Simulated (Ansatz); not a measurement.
# CaPbO3 (Pnma): the host for defect calculations

Before any defect goes in: CaPbO3 (Pnma) at rest, and how it screens a charge.

Program: Ansatz 0.2.0. Level of theory: plane-wave PAW DFT, PBEsol; relaxation of the host's cell and atoms, in the first sound run; inputs show where later runs differ. Results are calculated unless marked as measured.

**1. The starting structure**

It takes space group Pnma (No. 62, orthorhombic). The conventional cell has a = 5.928 Å, b = 8.178 Å, c = 5.678 Å, α = 90.00°, β = 90.00°, γ = 90.00°. Nearest to Ca lie 8 O at 2.34 to 2.95 Å. Nearest to Pb lie 6 O at 2.17 to 2.20 Å. O has 2 Pb at 2.17 Å and 3 Ca at 2.35 to 2.95 Å nearest. Nearest to O lie 2 Pb at 2.20 Å and 2 Ca at 2.34 to 2.39 Å. Farther neighbours and most contacts between anions are not listed.

**2. Host cell relaxation**

Cell and atoms are relaxed together, until forces and stress fall under their thresholds.

cell/input.yaml reads:

```yaml
crystal:
  lattice:
    - [5.9280119, 0.0, 0.0]
    - [0.0, 8.178243, 0.0]
    - [0.0, 0.0, 5.6779882]
  atoms:
    - { symbol: Ca, position: [0.06071201, 0.25, 0.98200795] }
    - { symbol: Ca, position: [0.43928799, 0.75, 0.48200795] }
    - { symbol: Ca, position: [0.56071201, 0.25, 0.51799205] }
    - { symbol: Ca, position: [0.93928799, 0.75, 0.01799205] }
    - { symbol: Pb, position: [0.0, 0.0, 0.5] }
    - { symbol: Pb, position: [0.5, 0.0, 0.0] }
    - { symbol: Pb, position: [0.5, 0.5, 0.0] }
    - { symbol: Pb, position: [0.0, 0.5, 0.5] }
    - { symbol: O, position: [0.30473324, 0.43403992, 0.68999406] }
    - { symbol: O, position: [0.19526676, 0.56596008, 0.18999406] }
    - { symbol: O, position: [0.80473324, 0.06596008, 0.81000594] }
    - { symbol: O, position: [0.69526676, 0.93403992, 0.31000594] }
    - { symbol: O, position: [0.69526676, 0.56596008, 0.31000594] }
    - { symbol: O, position: [0.80473324, 0.43403992, 0.81000594] }
    - { symbol: O, position: [0.19526676, 0.93403992, 0.18999406] }
    - { symbol: O, position: [0.30473324, 0.06596008, 0.68999406] }
    - { symbol: O, position: [0.43997373, 0.25, 0.1262313] }
    - { symbol: O, position: [0.06002627, 0.75, 0.6262313] }
    - { symbol: O, position: [0.93997373, 0.25, 0.3737687] }
    - { symbol: O, position: [0.56002627, 0.75, 0.8737687] }
basis:
  ecutwfc: 420
  xc_grid: 2
hamiltonian:
  xc: pbesol
kpoints:
  mp_grid: { grid: [5, 4, 5] }
scf:
  occupations: { method: fixed }
  max_iter: 100
relax:
  f_tol: 0.005
  max_steps: 60
  cell: {}
output:
  forces: true
  stress: true
checkpoint:
  write: "../cell.run"
  compress: false
  write_wavefunctions: false
  write_every: 100000
```

On the command line:

```console
> ansatz run input.yaml --threads 4 --pin off --max-ram 6594MiB --backend cpu --events-out ev --progress --plain --runs-dir out
```

Numbers of over 12 decimals in the logs are rounded to 6 here.

What it wrote:

```text
[... repeated set-up lines and file paths are left out, and long positions are rounded to six places ...]
Engine: ansatz 0.2.0, aarch64-unknown-linux-gnu
Pseudopotentials: kind: paw
Pseudopotential: Ca, paw, valence charge 10, recommended cutoff 420 eV (normal), Ca.paw.azcp
Pseudopotential: Pb, paw, valence charge 14, recommended cutoff 420 eV (normal), Pb.paw.azcp
Pseudopotential: O, paw, valence charge 6, recommended cutoff 420 eV (normal), O.paw.azcp
Functional definition: PBEsol
  exchange = pbesol_x
  correlation = pbesol_c
Crystal: 20 atoms, lattice volume = 275.273 Å³
Basis set: ecut = 420 eV, 5395 PW (Γ), exchange–correlation on 80×120×80 points (8 copies of the dense FFT grid, shifted against one another)
Bands: 104, of which v1, the nominal top of the filled ones, is band 84 counted from 1 (83 counted from 0)
Symmetry: 8 space group operations
Space group: Pnma (ITA 62), of the structure as read, at distance tolerance 6.5e-5 Å
k-points: 27 of 100
Non-local potential: Ca, projectors of the file, l = 0: 3, l = 1: 2, l = 2: 2
Non-local potential: Pb, projectors of the file, l = 0: 2, l = 1: 2, l = 2: 2, l = 3: 2
Non-local potential: O, projectors of the file, l = 0: 2, l = 1: 2, l = 2: 1
PAW form: soft (Blöchl's): semilocal exchange-correlation on the pseudo side does not see the compensation charge
PAW frozen core: Ca, regenerated for the run's functional, and the local potential with it (the file was generated under x = pbe(κ = 0.804, μ = 0.219515), c = pbe(β = 0.066725))
PAW frozen core: Pb, regenerated for the run's functional, and the local potential with it (the file was generated under x = pbe(κ = 0.804, μ = 0.219515), c = pbe(β = 0.066725))
PAW frozen core: O, regenerated for the run's functional, and the local potential with it (the file was generated under x = pbe(κ = 0.804, μ = 0.219515), c = pbe(β = 0.066725))
PAW one-centre angular grid: Ca, 110 points (default); XC on 64 Gauss nodes
PAW one-centre angular grid: Pb, 590 points (default); XC on 64 Gauss nodes
PAW one-centre angular grid: O, 110 points (default); XC on 64 Gauss nodes
Initial density: superposition of atomic densities (neutral atoms: chi_scale 0, normalization atom), corrected by the library's trained network
Initial wavefunctions: pseudopotential atomic-orbital guess
Functional: x = pbesol(κ = 0.804, μ = 0.123457), c = pbesol(β = 0.046)
SCF iter   1: F=—  HF=-60930.562640 eV  |F-HF|=—  |Δ(HF+E_count)|=         —  Δρ=1.63e-2  dr2=6.16e-1  ethr=1.77e-3  ⟨swp⟩=5.2  Hψ=10268  notcnv=0  defer=481
preconditioner: auto → Resta (q_TF=auto, 2.513 Å⁻¹)  ε∞=4.0  [insulator: Δε(μ)=0.962 eV  Ē_g=16.422 eV  n_scr=74 (ndim 8)  ℏωp=28.3 eV  f_vac=0.010  ε∞_Penn≈4.0]
SCF iter   2: F=—  HF=-60930.412879 eV  |F-HF|=—  |Δ(HF+E_count)|=   1.50e-1  Δρ=3.78e-3  dr2=2.02e-2  ethr=3.67e-4  ⟨swp⟩=3.0  Hψ=4269  notcnv=0  defer=486
SCF iter   3: F=—  HF=-60930.409324 eV  |F-HF|=—  |Δ(HF+E_count)|=   3.56e-3  Δρ=1.39e-3  dr2=3.58e-3  ethr=1.20e-5  ⟨swp⟩=3.3  Hψ=4633  notcnv=0  defer=486
SCF iter   4: F=—  HF=-60930.409647 eV  |F-HF|=—  |Δ(HF+E_count)|=   3.24e-4  Δρ=1.06e-3  dr2=2.87e-3  ethr=2.13e-6  ⟨swp⟩=2.4  Hψ=5027  notcnv=0  defer=486
SCF iter   5: F=—  HF=-60930.409259 eV  |F-HF|=—  |Δ(HF+E_count)|=   3.88e-4  Δρ=2.23e-4  dr2=1.12e-4  ethr=1.71e-6  ⟨swp⟩=2.0  Hψ=3303  notcnv=0  defer=486
SCF iter   6: F=—  HF=-60930.409331 eV  |F-HF|=—  |Δ(HF+E_count)|=   7.21e-5  Δρ=5.27e-5  dr2=7.16e-6  ethr=6.65e-8  ⟨swp⟩=2.1  Hψ=3807  notcnv=0  defer=485
SCF iter   7: F=—  HF=-60930.409168 eV  |F-HF|=—  |Δ(HF+E_count)|=   1.63e-4  Δρ=2.04e-5  dr2=1.31e-6  ethr=4.26e-9  ⟨swp⟩=2.2  Hψ=3824  notcnv=0  defer=484
SCF iter   8: F=-60930.409169 eV  HF=-60930.409169 eV  |F-HF|=2.42e-9  |Δ(HF+E_count)|=   3.73e-7  Δρ=3.79e-6  dr2=3.73e-8  ethr=5.95e-11  ⟨swp⟩=4.7  Hψ=11893  notcnv=0
SCF 1 converged in 8 iterations: F = -60930.409169 eV  dr2 = 3.73e-8
  greatest PAW one-centre occupation: 0.996 electrons in one spin orbital (limit 2), on the Ca atom at site 3 (counted from 0), in its partial waves of l = 0
relax step   1: F+E_penalty+E_count = -60930.40916861 eV  Δ(F+E_penalty+E_count) = +0.000e0 eV  max|allowed force component| = 1.027e-1 eV/Å  Δτ_max = 0.0000 Å  P = -0.980 GPa  Ω = 275.273 Å³  (8 SCF iters, dr2 threshold 1.00e-7 eV, accepted)
[... the SCF cycles and remarks between the steps are left out from here to the last step ...]
relax step   2: F+E_penalty+E_count = -60930.44022928 eV  Δ(F+E_penalty+E_count) = -3.106e-2 eV  max|allowed force component| = 4.878e-2 eV/Å  Δτ_max = 0.0206 Å  P = +0.307 GPa  Ω = 272.212 Å³  energy of the carried Pulay correction = +1.094e-2 eV  (6 SCF iters, dr2 threshold 2.00e-6 eV, accepted)
relax step   3: F+E_penalty+E_count = -60930.44196749 eV  Δ(F+E_penalty+E_count) = -1.738e-3 eV  max|allowed force component| = 2.262e-2 eV/Å  Δτ_max = 0.0128 Å  P = +0.167 GPa  Ω = 272.498 Å³  energy of the carried Pulay correction = +9.908e-3 eV  (6 SCF iters, dr2 threshold 7.85e-7 eV, accepted)
relax step   4: F+E_penalty+E_count = -60930.44080059 eV  Δ(F+E_penalty+E_count) = +1.167e-3 eV  max|allowed force component| = 3.103e-2 eV/Å  Δτ_max = 0.0123 Å  P = -0.033 GPa  Ω = 272.899 Å³  energy of the carried Pulay correction = +8.470e-3 eV  (7 SCF iters, dr2 threshold 2.75e-7 eV, accepted)
relax step   5: F+E_penalty+E_count = -60930.44151494 eV  Δ(F+E_penalty+E_count) = -7.143e-4 eV  max|allowed force component| = 2.940e-3 eV/Å  Δτ_max = 0.0079 Å  P = -0.011 GPa  Ω = 272.877 Å³  energy of the carried Pulay correction = +8.547e-3 eV  (7 SCF iters, dr2 threshold 6.02e-8 eV, accepted)
relax step   6: F+E_penalty+E_count = -60930.43353121 eV  Δ(F+E_penalty+E_count) = +7.984e-3 eV  max|allowed force component| = 2.894e-3 eV/Å  Δτ_max = 0.0000 Å  P = -0.065 GPa  Ω = 272.877 Å³  stress off target by 1.03e-1 GPa  SCF on the basis re-selected at this cell (its energy is not comparable with the rows above)  (6 SCF iters)
relax step   7: F+E_penalty+E_count = -60930.43401514 eV  Δ(F+E_penalty+E_count) = -4.839e-4 eV  max|allowed force component| = 3.756e-4 eV/Å  Δτ_max = 0.0006 Å  P = +0.000 GPa  Ω = 272.754 Å³  energy of the carried Pulay correction = +4.361e-4 eV  (6 SCF iters, dr2 threshold 2.67e-8 eV, accepted)
iter 1 solved again at ethr=3.57e-7 eV; its pass at ethr=3.10e-3 eV (dr2=6.01e-4 eV) is discarded
SCF iter   1: F=—  HF=-60930.433795 eV  |F-HF|=—  |Δ(HF+E_count)|=         —  Δρ=1.15e-5  dr2=1.63e-8  ethr=3.57e-7  ⟨swp⟩=4.0  Hψ=17064  notcnv=0  defer=486
eigensolver tolerance schedule: the retry pair's looser diagonalisation over-reported the residual by 36802.98 of it (diagonalisation noise at an unbounded share of the residual, at the tolerance the schedule requests for it); [...]
SCF iter   2: F=—  HF=-60930.433692 eV  |F-HF|=—  |Δ(HF+E_count)|=   1.03e-4  Δρ=5.89e-6  dr2=7.04e-9  ethr=9.71e-12  ⟨swp⟩=4.9  Hψ=8327  notcnv=0  defer=486
SCF iter   3: F=—  HF=-60930.433692 eV  |F-HF|=—  |Δ(HF+E_count)|=   3.58e-7  Δρ=2.76e-6  dr2=1.48e-9  ethr=4.19e-12  ⟨swp⟩=2.0  Hψ=3589  notcnv=0  defer=486
SCF iter   4: F=—  HF=-60930.433693 eV  |F-HF|=—  |Δ(HF+E_count)|=   9.86e-8  Δρ=6.17e-7  dr2=9.25e-10  ethr=1.00e-12  ⟨swp⟩=2.0  Hψ=4053  notcnv=0  defer=486
SCF iter   5: F=-60930.433693 eV  HF=-60930.433693 eV  |F-HF|=2.33e-10  |Δ(HF+E_count)|=  3.71e-10  Δρ=2.11e-7  dr2=5.42e-11  ethr=1.00e-12  ⟨swp⟩=4.6  Hψ=10727  notcnv=0
SCF 8 converged in 5 iterations: F = -60930.433693 eV  dr2 = 5.42e-11
relax step   8: F+E_penalty+E_count = -60930.43369253 eV  Δ(F+E_penalty+E_count) = +3.226e-4 eV  max|allowed force component| = 3.744e-4 eV/Å  Δτ_max = 0.0000 Å  P = -0.001 GPa  Ω = 272.754 Å³  stress off target by 2.81e-3 GPa  SCF on the basis re-selected at this cell (its energy is not comparable with the rows above)  (5 SCF iters)
basis re-selected at this cell: Δ(F+E_penalty+E_count) = +3.226e-4 eV, ΔP = -0.001 GPa vs the last step (what re-selecting the basis moved, of the pressure what is left beyond the Pulay correction that the steps carried, after the strain that the cell walked [...]
SCF converged after 5 iterations
Free energy (F): -60930.433693 eV
Harris-Foulkes:  -60930.433693 eV  (|F-HF|=2.33e-10)
Internal energy: -60930.433693 eV  (E = F + TS)
E sigma→0 (E₀):  -60930.433693 eV
Fermi energy:    8.038206 eV
--- Per-component energies (eV) ---
  E_band       = -513.776526
  E_kinetic    = 4377.895366
  E_local      = -10065.574442  (includes V_loc(G=0)·N_el)
  E_nonlocal   = 2268.123369
  E_hartree    = 3664.800110
  E_xc         = -2281.997207
  E_vxc        = -2322.463281  (∫ρ·V_xc dr)
  E_paw        = -46243.667082  (= ΣΔE_a)
  E_vpaw       = -2101.386621  (= ΣTr[D̂ρ^β])
  E_aug_tail   = 0.028887  (compensation charges beyond the density's cutoff)
  E_ewald      = -12651.189793
  E_core_change = 1.147099  (= ΣΔE_core)
  E_smearing   = -0.000000  (= −TS)
  E_closure    = -0.000000  (closes the sum)
  Σ components = -60930.433693   (vs F -60930.433693, Δ=0.00e0)
--- Forces (eV/Å), atoms counted from 1 ---
  atom   1  Ca     0.00025116    -0.00000000     0.00032322
  atom   2  Ca    -0.00025116    -0.00000000     0.00032322
  atom   3  Ca     0.00025116     0.00000000    -0.00032322
  atom   4  Ca    -0.00025116     0.00000000    -0.00032322
  atom   5  Pb     0.00000000    -0.00000000    -0.00000000
  atom   6  Pb    -0.00000000    -0.00000000     0.00000000
  atom   7  Pb    -0.00000000    -0.00000000     0.00000000
  atom   8  Pb    -0.00000000    -0.00000000     0.00000000
  atom   9  O     -0.00037436    -0.00006610    -0.00032614
  atom  10  O      0.00037436     0.00006610    -0.00032614
  atom  11  O     -0.00037436     0.00006610     0.00032614
  atom  12  O      0.00037436    -0.00006610     0.00032614
  atom  13  O      0.00037436     0.00006610     0.00032614
  atom  14  O     -0.00037436    -0.00006610     0.00032614
  atom  15  O      0.00037436    -0.00006610    -0.00032614
  atom  16  O     -0.00037436     0.00006610    -0.00032614
  atom  17  O     -0.00012652     0.00000000     0.00006608
  atom  18  O      0.00012652     0.00000000     0.00006608
  atom  19  O     -0.00012652    -0.00000000    -0.00006608
  atom  20  O      0.00012652    -0.00000000    -0.00006608
  max |Σ_I F_I| component: 2.71e-19 eV/Å
--- Stress (GPa, compression-positive) ---
       -0.002814       0.000000      -0.000000
        0.000000       0.000385       0.000000
       -0.000000       0.000000      -0.000953
  P = ⅓ Tr σ = -0.0011 GPa (-0.011 kbar)
--- Relaxed structure (6 steps of the walk, 6 accepted, 2 SCFs on fresh bases) ---
  F+E_penalty+E_count = -60930.43369253 eV   max|allowed force component| = 3.744e-4 eV/Å   (the final SCF, on the basis selected at the relaxed cell)
  cell:  # Å, volume = 272.7539 Å³
    - [5.902577, 0.0, 0.0]
    - [0.0, 8.166599, 0.0]
    - [0.0, 0.0, 5.658328]
  atoms:
    - { symbol: Ca, position: [0.060945, 0.25, 0.981044] }
    - { symbol: Ca, position: [0.439055, 0.750000, 0.481044] }
    - { symbol: Ca, position: [0.560945, 0.25, 0.518956] }
    - { symbol: Ca, position: [0.939055, 0.750000, 0.018956] }
    - { symbol: Pb, position: [0, 0, 0.500000] }
    - { symbol: Pb, position: [0.500000, 0, 0] }
    - { symbol: Pb, position: [0.500000, 0.5, 0] }
    - { symbol: Pb, position: [0, 0.5, 0.500000] }
    - { symbol: O, position: [0.304828, 0.431105, 0.690290] }
    - { symbol: O, position: [0.195172, 0.568895, 0.190290] }
    - { symbol: O, position: [0.804828, 0.068895, 0.809710] }
    - { symbol: O, position: [0.695172, 0.931105, 0.309710] }
    - { symbol: O, position: [0.695172, 0.568895, 0.309710] }
    - { symbol: O, position: [0.804828, 0.431105, 0.809710] }
    - { symbol: O, position: [0.195172, 0.931105, 0.190290] }
    - { symbol: O, position: [0.304828, 0.068895, 0.690290] }
    - { symbol: O, position: [0.437225, 0.25, 0.130300] }
    - { symbol: O, position: [0.062775, 0.750000, 0.630300] }
    - { symbol: O, position: [0.937225, 0.25, 0.369700] }
    - { symbol: O, position: [0.562775, 0.750000, 0.869700] }
```

Wall time 74 s (4 threads of Arm Neoverse V2, shared host); peak memory 1.2 GiB; 4.9 min of CPU time.

Step by step:

```
step  energy less that of the first step (eV)  largest force component (eV/Å)  pressure (GPa)  volume (Å³)
   1                                   0.0000                          0.1027           -0.98       275.27
   2                                  -0.0311                          0.0488            0.31       272.21
   3                                  -0.0328                          0.0226            0.17       272.50
   4                                  -0.0316                          0.0310           -0.03       272.90
   5                                  -0.0323                          0.0029           -0.01       272.88
   6                                  -0.0244                          0.0029           -0.06       272.88
   7                                  -0.0248                          0.0004            0.00       272.75
  8*                                  -0.0245                          0.0004            0.00       272.75
```

Relaxation steps marked * repeat the geometry before them on a plane-wave basis chosen anew for their cell, so energy and pressure can jump there. The log counts 2 steps on a newly chosen plane-wave basis, not all of them marked here; energy and pressure can jump at such steps.

Forces are held to the 8 operations that the run works with; a distortion that breaks them can't arise in this run.

```
conventional cell, symmetrised  before  after  change
                         a (Å)   5.928  5.903  -0.4 %
                         b (Å)   8.178  8.167  -0.1 %
                         c (Å)   5.678  5.658  -0.3 %
              volume (Å³/atom)   13.76  13.64  -0.9 %
```

The atoms that moved most (Å, as changes of fractional coordinates times the final cell):

```
atom      dx      dy      dz  length
 O19  -0.016   0.000  -0.023   0.028
 O20   0.016   0.000  -0.023   0.028
 O17  -0.016   0.000   0.023   0.028
 O18   0.016   0.000   0.023   0.028
 O14   0.001  -0.024  -0.002   0.024
 O11   0.001   0.024  -0.002   0.024
  O9   0.001  -0.024   0.002   0.024
 O16   0.001   0.024   0.002   0.024
```

Numbers from this step:

| Property | Result |
| --- | --- |
| pressure | -0.001127 GPa |

The relaxation ends with a largest force component of 3.7e-4 eV/Å and a pressure of 0.00 GPa.

(Continued in part 2 of 2.)

[Logs are printed without paths, hosts, clocks, repeated set-up lines and the standing remarks that a program may print on its own settings, such as how far it seeks lower states.]

[Hosts, paths, dates, database ids (printed as entryN), source tags and the programs' standing remarks are cut or masked in the printed files.]

[Runs of the host that timed out are not shown.]

[For some hosts the program warned that the k-mesh of the response run may be too coarse for force constants and the static dielectric constant; such warnings are not always shown.]

[The program warned that the k-mesh of a response run behind this text may be too coarse: force constants, and the static dielectric constant and all else formed from them, are not shown converged.]
